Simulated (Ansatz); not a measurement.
The compound is RuBr2 (1T sheet).

The cell holds 3 atoms: 1 Ru and 2 Br. Cell: a = 3.778 Å, b = 3.778 Å, c = 30.253 Å, α = 90.0°, β = 90.0°, γ = 120.0°. Vacuum lies along c.

```xyz
3
Lattice="0.0000 2.6717 2.6717 2.6717 -2.6717 0.0000 17.4666 17.4666 -17.4666" Properties=species:S:1:pos:R:3
Ru    5.5502    5.5502   -5.5502
Br    8.0884    5.4167   -5.4167
Br    5.6837    5.6837   -3.0120
```

The structure was relaxed with PBE. The structure was generated from a model, not taken from a measurement. The runs that relaxed it are not among those shown. The program's search for lower electronic states was switched off, so nothing shows that the state found is the lowest. PAW set soft_2, made with PBE.

A constrained-RPA run (Ansatz 0.2.0; non-magnetic PBE; Ru eg, bands c1 to c2, 6×6×1 mesh, medium accuracy) builds 2 functions on bands 0.83 eV wide, with 0.0 electrons in the window. The bare on-site interaction is 9.8 eV and the bare J 0.43 eV.

**Question.** What U and J survive the screening?

On the Ru eg shell, U = 2.24 eV (23 % of the bare value), U′ = 1.73 eV, J = 0.26 eV.

The parent state is non-magnetic and the interaction static (zero frequency); U depends on the window and the orbitals, so it belongs to this model alone.

[Paths, hosts, dates, memory and timing lines, banners, echoed tables and standing remarks are left out of the program output.]

[Logs are printed without paths, hosts, clocks, repeated set-up lines and the standing remarks that a program may print on its own settings, such as how far it seeks lower states.]

[Runs of the session that timed out or met a known fault of the program may be left out.]

[Hosts, paths, dates, database ids (printed as entryN), source tags and the programs' standing remarks are cut or masked in the printed files.]
